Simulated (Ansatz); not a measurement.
Entries from a set of simulations; values are calculated unless marked as measured.

### P (puckered monolayer): band gap by G0W0 on PBEsol

The cell holds 4 atoms: 4 P. Its edges and angles: a = 4.444 Å, b = 3.283 Å, c = 27.400 Å, α = 90.0°, β = 90.0°, γ = 90.0°. Vacuum lies along c.

```
P
1.0
     4.44437    0.00000    0.00000
     0.00000    3.28270    0.00000
     0.00000    0.00000   27.40000
P
4
Cartesian
  0.3683 0.0000 14.7564
  1.8539 1.6413 14.7564
  2.5905 1.6413 12.6436
  4.0760 0.0000 12.6436
```

| Quantity | Value |
| --- | --- |
| method | DFT, PBEsol, plane waves, PAW (and 1 further level or step) |
| program | Ansatz 0.2.0 |
| settings of one run | cutoff 420 eV, 4×6×1 k-mesh, smearing width 0.02 eV, default PAW |
| cost | 2 runs, 1.7 min in all on 1 × NVIDIA H100 80GB HBM3 (shared by 6 runs) with 2 threads of AMD EPYC 7R13 (Zen 3), shared host (the runs of this entry) |
| notes | The program’s warnings: xc potential rough in thin density. The structure was relaxed with PBEsol. Bands and cutoff are finite, so the gap is not at the basis limit. The miss can reach some tenths of an eV and take either sign; the mesh is an error of its own. The mesh in the plane is coarse for a sheet; gap and any exciton binding can still move on denser ones. |
| PBEsol gap | 0.70 eV, indirect (only 7 meV under the direct gap) |
| G0W0 gap on the mesh | 1.51 eV, from k = Γ to k = Γ |
| G0W0 gap over the zone (rigid shift) | 1.51 eV |
| GW settings | 6×8×1 mesh, 1047 empty bands, screening to 110 eV |
| known limits | not at the basis limit; coarse mesh for a sheet |

G0W0 changes the gap by +0.80 eV, from 0.71 eV to 1.51 eV on the mesh: the valence edge shifts by −0.49 eV and the conduction edge by +0.31 eV on the run's own scale; in a sheet such absolute shifts are far from their band limit. Z is 0.68 and 0.70 at the edges.

### Quasiparticle gap of P (puckered monolayer)

The cell holds 4 atoms: 4 P. Cell: a = 4.444 Å, b = 3.283 Å, c = 27.400 Å, α = 90.0°, β = 90.0°, γ = 90.0°. Vacuum lies along c.

```xyz
4
Lattice="4.4444 0.0000 0.0000 0.0000 3.2827 0.0000 0.0000 0.0000 27.4000" Properties=species:S:1:pos:R:3
P     0.3683    0.0000   14.7564
P     1.8539    1.6413   14.7564
P     2.5905    1.6413   12.6436
P     4.0760    0.0000   12.6436
```

| Property | Result |
| --- | --- |
| method | G0W0 on HSE06, plane waves, PAW (and 1 further level or step) |
| program | Ansatz 0.2.0 |
| settings of one run | cutoff 420 eV, 6×8×1 k-mesh, default PAW, empty bands 486, screening cutoff 66 eV, screening contour deformation, QP bands (v2, c2) |
| cost | 2 runs, 3.3 min in all on 1 × NVIDIA H100 80GB HBM3 (shared by 6 runs) with 2 threads of AMD EPYC 7R13 (Zen 3), shared host (the runs of this entry) |
| notes | In doubt: masses and optical values from hybrid runs of this build are listed as unsure (in some of the runs), which bears on the screening that GW takes from such a start. Values taken over the cell’s volume include its vacuum. The structure was relaxed with PBEsol. Limits: coarse mesh for a sheet. Bands and cutoff are finite, so the gap is not at the basis limit. The miss can reach some tenths of an eV and take either sign; the mesh is an error of its own. The mesh in the plane is coarse for a sheet; gap and any exciton binding can still move on denser ones. |
| HSE06 gap | 1.43 eV, direct |
| G0W0 gap on the mesh | 2.06 eV, from k = Γ to k = Γ |
| GW settings | 6×8×1 mesh, 486 empty bands, screening to 66 eV |
| known limits | not at the basis limit; coarse mesh for a sheet |

The correction moves the gap on the mesh from 1.41 eV to 2.06 eV (+0.65 eV): the valence edge shifts by −0.22 eV and the conduction edge by +0.43 eV on the run's own scale; in a sheet such absolute shifts are far from their band limit. Z is 0.76 and 0.77 at the edges, as usual for well-defined quasiparticles.

[Paths, hosts, dates, memory and timing lines, banners, echoed tables and standing remarks are left out of the program output.]

[Logs are printed without paths, hosts, clocks, repeated set-up lines and the standing remarks that a program may print on its own settings, such as how far it seeks lower states.]

[Runs of the session that timed out or met a known fault of the program may be left out.]

[Cells called generated may have been cut or substituted from an entry of the Crystallography Open Database or the Materials Project.]

[Hosts, paths, dates, database ids (printed as entryN), source tags and the programs' standing remarks are cut or masked in the printed files.]
